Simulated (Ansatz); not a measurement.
**Convergence of a linear-scaling basis for MoS2, the end x = 0 of the monolayer 2H MoS2-MoSe2 line (75 atoms)**

Aim: test how closely localised support functions follow the reference on MoS2, the end x = 0 of the monolayer 2H MoS2-MoSe2 line (75 atoms), and at what cost. A setting counts as converged where the r.m.s. difference of forces stays under 1 % of the r.m.s. force.

Method: Kohn-Sham DFT, PBE, PAW (set soft_2), plane waves, in Ansatz 0.2.0.

Report form: the programs' logs are mostly left out.

## 1. The starting structure

The cell holds 75 atoms: 25 Mo and 50 S. Cell: a = 15.900 Å, b = 15.900 Å, c = 18.500 Å, α = 90.0°, β = 90.0°, γ = 120.0°. It derives from MoS2 (monolayer 2H MoS2-MoSe2), repeated 5×5×1. Monolayer 2H MoS2-MoSe2: 75 atoms, 0 of 50 S sites given to Se at random, cell and internal coordinates interpolated linearly between the end members (Vegard's rule); not relaxed, displaced by a Gaussian of 0.02 Å. Lattice constants are starting values near those of PBE. Vacuum lies along c.

Before any run, some limits are plain. The host structure and its lattice constant were typed by rule, without a check against the phase diagram. Beside vacuum, support functions can miss their usual error bounds without a warning. The Brillouin zone is sampled at Γ only, in a cell whose shortest periodic width is 14 Å.

## 2. Plane-wave single point

The first run uses the default basis; a harder plane-wave run follows as the reference for the support functions.

File input.yaml:

```yaml
crystal:
  lattice:
    - [15.9, 0.0, 0.0]
    - [-7.95, 13.7698, 0.0]
    - [0.0, 0.0, 18.5]
  atoms:
    - { symbol: Mo, position: [0.0016, 0.99911, 0.49943] }
    - { symbol: S, position: [0.13261, 0.06792, 0.58211] }
    - { symbol: S, position: [0.13498, 0.06556, 0.41575] }
    - { symbol: Mo, position: [0.00075, 0.20212, 0.49777] }
    - { symbol: S, position: [0.13265, 0.26611, 0.58582] }
    - { symbol: S, position: [0.13182, 0.26642, 0.41446] }
    - { symbol: Mo, position: [0.00048, 0.40085, 0.49881] }
    - { symbol: S, position: [0.13543, 0.46798, 0.58514] }
[... 63 atom lines left out ...]
    - { symbol: S, position: [0.9317, 0.66487, 0.41635] }
    - { symbol: Mo, position: [0.80047, 0.79937, 0.50152] }
    - { symbol: S, position: [0.93467, 0.86902, 0.58514] }
    - { symbol: S, position: [0.93537, 0.86683, 0.41409] }
kpoints:
  mp_grid: { grid: [1, 1, 1] }
hamiltonian:
  xc: pbe
scf:
  occupations: { method: fixed }
output:
  forces: true
  populations: true
  dos:
    method: { smearing: { sigma: 0.1 } }
    de: 0.1
    projected: { site_lists: { Mo: [Mo], S: [S] } }
  eigenvalues: true
  write_density: true
  write_potential: true
  volumetric_format: npy
```

Started as:

```sh
$ ansatz run input.yaml --threads 4 --pin off --max-ram 15872MiB --backend cpu --events-out ev --progress --plain --runs-dir out
```

Elapsed: 78 s, on 4 threads of Arm Neoverse V1, shared host; peak memory 4.5 GiB.

Read from the output:

```yaml
free_energy: -169069.7199 eV
free_energy_per_atom: -2254.2629 eV/atom
scf_cycles: 12
r_m_s_force_component: 0.3725 eV/Å
longest_force: 1.38 eV/Å
fermi_energy: -0.6028 eV
spacing_of_highest_filled_and_lowest_empty_level: 1.951 eV
potential_in_mid_vacuum_over_the_fermi_level: 5.949 eV
potential_4p5_a_over_the_upper_face: 5.949 eV
potential_4p5_a_under_the_lower_face: 5.948 eV
spilling_of_the_projection: 0.007751
```

The r.m.s. force component of 0.37 eV/Å sets the scale for the differences below.

## 3. Plane waves at 750 eV (750 eV)

The grid of the support functions holds more waves than the default cutoff, so they are judged against a harder plane-wave run.

input.yaml, the sections that differ from step 2:

```yaml
output:
  forces: true
  eigenvalues: true
basis:
  ecutwfc: "750 eV"
# crystal, kpoints, hamiltonian, scf: as in step 2
```

It took 2 min on 4 threads; peak memory 10 GiB.

Forces differ from the reference by 0.42 meV/Å r.m.s., 0.11 % of their size, well within a tolerance of 1 %; the energy by -0.64 meV/atom. It took 2 min and 12 cycles; the reference's time can't be set against it, since the two runs asked for unlike analyses.

## 4. Support functions medium

With localised support functions most steps grow linearly with size, though the diagonalisation grows faster unless the density matrix is cut; this run measures error and cost at this size. Besides, the program derives a nominal cutoff of 420 eV for this run, against the reference's 750.

This step: Kohn-Sham DFT, PBE, PAW (set soft_2), localised support functions (medium) (Ansatz 0.2.0).

input.yaml, the sections that differ from step 3:

```yaml
scf:
  occupations: { method: fixed }
  eigensolver: { kind: { support_functions: { accuracy: medium } } }
  mixing: { beta: 0.4 }
  max_iter: 150
# crystal, kpoints, hamiltonian, output: as in step 3
# basis: removed
```

It took 3.7 min on 4 threads; peak memory 5.8 GiB.

The program notes that the band table was not solved further than the SCF left it and it switched symmetry off.

Keys that differ from the reference: basis.ecutwfc removed, support_functions.accuracy = "medium", scf.max_iter = 150 and scf.mixing.beta = 0.4.

Forces differ from the reference by 0.15 meV/Å r.m.s., 0.041 % of their size, well within a tolerance of 1 %. It took 1.8 times the reference's time (shared host, so rough). The two runs also began from different starting densities, which bears on cycles and time.

## 5. Support functions low

The cell is solved in localised support functions. Besides, the program derives a nominal cutoff of 420 eV for this run, against the reference's 750.

This step: Kohn-Sham DFT, PBE, PAW (set soft_2), localised support functions (low) (Ansatz 0.2.0).

input.yaml, the sections that differ from step 4:

```yaml
scf:
  occupations: { method: fixed }
  eigensolver: { kind: { support_functions: { accuracy: low } } }
  mixing: { beta: 0.4 }
  max_iter: 150
# crystal, kpoints, hamiltonian, output: as in step 4
```

Run time: 3.2 min. Hardware: 4 threads; peak memory 5.6 GiB; 12 min of CPU time.

Keys that differ from the reference: basis.ecutwfc removed, support_functions.accuracy = "low", scf.max_iter = 150 and scf.mixing.beta = 0.4.

Forces differ from the reference by 0.19 meV/Å r.m.s., 0.051 % of their size, well within a tolerance of 1 %. It took 1.6 times the reference's time (shared host, so rough). The two runs also began from different starting densities, which bears on cycles and time.

## 6. Support functions high

This step: Kohn-Sham DFT, PBE, PAW (set soft_2), localised support functions (high) (Ansatz 0.2.0).

input.yaml, the sections that differ from step 5:

```yaml
scf:
  occupations: { method: fixed }
  eigensolver: { kind: { support_functions: { accuracy: high } } }
  mixing: { beta: 0.4 }
  max_iter: 150
# crystal, kpoints, hamiltonian, output: as in step 5
```

It took 10 min on 4 threads; peak memory 9.6 GiB.

Keys that differ from the reference: basis.ecutwfc removed, support_functions.accuracy = "high", scf.max_iter = 150 and scf.mixing.beta = 0.4.

Forces differ from the reference by 0.032 meV/Å r.m.s., 0.0087 % of their size, well within a tolerance of 1 %; the energy by +0.079 meV/atom. It took 5.1 times the reference's time (shared host, so rough). The two runs also began from different starting densities, which bears on cycles and time.

## 7. Support functions medium, spacing 0.444 Å

The grid spacing sets how fine a wave the support functions can hold. Besides, the program derives a nominal cutoff of 420 eV for this run, against the reference's 750.

This step: Kohn-Sham DFT, PBE, PAW (set soft_2), localised support functions (medium) (Ansatz 0.2.0).

input.yaml, the sections that differ from step 6:

```yaml
scf:
  occupations: { method: fixed }
  eigensolver: { kind: { support_functions: { accuracy: medium, spacing: 0.444 } } }
  mixing: { beta: 0.4 }
  max_iter: 150
# crystal, kpoints, hamiltonian, output: as in step 6
```

Elapsed: 85 s, on 4 threads; peak memory 3.1 GiB.

The program notes that the forces don't sum to zero within tolerance and the grid leaves an egg-box force.

Forces differ from the reference by 130 meV/Å r.m.s., 35 % of their size, far over a tolerance of 1 %; the energy by +153 meV/atom and the gap by -0.017 eV. It took 0.71 times the reference's time (shared host, so rough). The two runs also began from different starting densities, which bears on cycles and time. The setting is coarser than the default on purpose.

## 8. Support functions medium, spacing 0.37 Å

input.yaml, the sections that differ from step 7:

```yaml
scf:
  occupations: { method: fixed }
  eigensolver: { kind: { support_functions: { accuracy: medium, spacing: 0.37 } } }
  mixing: { beta: 0.4 }
  max_iter: 150
# crystal, kpoints, hamiltonian, output: as in step 7
```

Elapsed: 1.7 min, on 4 threads; peak memory 3.5 GiB; 6.6 min of CPU time.

Forces differ from the reference by 19 meV/Å r.m.s., 5.0 % of their size, far over a tolerance of 1 %; the energy by +0.40 meV/atom. It took 0.84 times the reference's time (shared host, so rough). The two runs also began from different starting densities, which bears on cycles and time. The setting is coarser than the default on purpose.

## 9. Support functions medium, spacing 0.321 Å

input.yaml, the sections that differ from step 8:

```yaml
scf:
  occupations: { method: fixed }
  eigensolver: { kind: { support_functions: { accuracy: medium, spacing: 0.321 } } }
  mixing: { beta: 0.4 }
  max_iter: 150
# crystal, kpoints, hamiltonian, output: as in step 8
```

It took 1.9 min on 4 threads; peak memory 3.9 GiB; 7.5 min of CPU time.

Forces differ from the reference by 7.9 meV/Å r.m.s., 2.1 % of their size, over a tolerance of 1 %; the energy by -1.1 meV/atom. It took 0.97 times the reference's time (shared host, so rough). The two runs also began from different starting densities, which bears on cycles and time. The setting is coarser than the default on purpose.

## 10. Support functions medium, spacing 0.284 Å

input.yaml, the sections that differ from step 9:

```yaml
scf:
  occupations: { method: fixed }
  eigensolver: { kind: { support_functions: { accuracy: medium, spacing: 0.284 } } }
  mixing: { beta: 0.4 }
  max_iter: 150
# crystal, kpoints, hamiltonian, output: as in step 9
```

The job ended after 2.4 min (4 threads; peak memory 4.6 GiB; 9.2 min of CPU time).

Keys that differ from the reference: basis.ecutwfc removed, support_functions.accuracy = "medium", support_functions.spacing = 0.284, scf.max_iter = 150 and scf.mixing.beta = 0.4.

Forces differ from the reference by 1.00 meV/Å r.m.s., 0.27 % of their size, well within a tolerance of 1 %; the energy by -0.73 meV/atom. It took 1.2 times the reference's time (shared host, so rough). The two runs also began from different starting densities, which bears on cycles and time.

## 11. Support functions medium, spacing 0.222 Å

input.yaml, the sections that differ from step 10:

```yaml
scf:
  occupations: { method: fixed }
  eigensolver: { kind: { support_functions: { accuracy: medium, spacing: 0.222 } } }
  mixing: { beta: 0.4 }
  max_iter: 150
# crystal, kpoints, hamiltonian, output: as in step 10
```

It took 3.4 min on 4 threads; peak memory 5.7 GiB.

Keys that differ from the reference: basis.ecutwfc removed, support_functions.accuracy = "medium", support_functions.spacing = 0.222, scf.max_iter = 150 and scf.mixing.beta = 0.4.

Forces differ from the reference by 0.17 meV/Å r.m.s., 0.046 % of their size, well within a tolerance of 1 %; the energy by +0.15 meV/atom. It took 1.7 times the reference's time (shared host, so rough). The two runs also began from different starting densities, which bears on cycles and time.

## 12. Support functions medium, spacing 0.197 Å

input.yaml, the sections that differ from step 11:

```yaml
scf:
  occupations: { method: fixed }
  eigensolver: { kind: { support_functions: { accuracy: medium, spacing: 0.197 } } }
  mixing: { beta: 0.4 }
  max_iter: 150
# crystal, kpoints, hamiltonian, output: as in step 11
```

It took 4.7 min on 4 threads; peak memory 7.4 GiB; 18 min of CPU time.

Keys that differ from the reference: basis.ecutwfc removed, support_functions.accuracy = "medium", support_functions.spacing = 0.197, scf.max_iter = 150 and scf.mixing.beta = 0.4.

Forces differ from the reference by 0.22 meV/Å r.m.s., 0.059 % of their size, well within a tolerance of 1 %; the energy by +0.080 meV/atom. It took 2.3 times the reference's time (shared host, so rough). The two runs also began from different starting densities, which bears on cycles and time.

## 13. The ladder side by side

Each row is set against the plane-wave reference (Kohn-Sham DFT, PBE, PAW (set soft_2), plane waves; r.m.s. force component 0.372 eV/Å). Energies are set beside the reference only for runs with its functional, potentials and electron count. Times are for 4 threads of Arm Neoverse V1, shared host. The reference's time includes the DOS and grids, which some other runs skip.

```tsv
run	Δ force, r.m.s. (meV/Å)	share of r.m.s. force (%)	Δ energy (meV/atom)	Δ gap (eV)	cycles	time	host memory (GiB)
reference	-	-	-	-	12	78 s	4.5
plane waves at 750 eV (750 eV)	0.421	0.113	-0.636	0	12	2 min	10
```

## 14. All settings compared

Each row is set against the run with plane waves at 750 eV (Kohn-Sham DFT, PBE, PAW (set soft_2), plane waves; r.m.s. force component 0.372 eV/Å). Energies are set beside the reference only for runs with its functional, potentials and electron count. Times are for 4 threads of Arm Neoverse V1, shared host.

```tsv
run	Δ force, r.m.s. (meV/Å)	share of r.m.s. force (%)	Δ energy (meV/atom)	Δ gap (eV)	cycles	time	host memory (GiB)
reference	-	-	-	-	12	2 min	10
support functions medium	0.152	0.0409	0.0496	-1.0e-4	15	3.7 min	5.8
support functions low	0.191	0.0512	0.0481	-1.0e-4	13	3.2 min	5.6
support functions high	0.032	0.0087	0.0793	0	20	10 min	9.6
support functions medium, spacing 0.444 Å	130	34.8	153	-0.0174	16	85 s	3.1
support functions medium, spacing 0.37 Å	18.7	5.03	0.405	-3.0e-4	15	1.7 min	3.5
support functions medium, spacing 0.321 Å	7.86	2.11	-1.06	8.0e-4	15	1.9 min	3.9
support functions medium, spacing 0.284 Å	0.998	0.268	-0.729	-3.0e-4	15	2.4 min	4.6
support functions medium, spacing 0.222 Å	0.17	0.0458	0.145	-1.0e-4	15	3.4 min	5.7
support functions medium, spacing 0.197 Å	0.222	0.0595	0.0797	-1.0e-4	15	4.7 min	7.4
```

[end of part 1 of 2]

[Logs are printed without paths, hosts, clocks, repeated set-up lines and the standing remarks that a program may print on its own settings, such as how far it seeks lower states.]

[Hosts, paths, dates, database ids (printed as entryN), source tags and the programs' standing remarks are cut or masked in the printed files.]
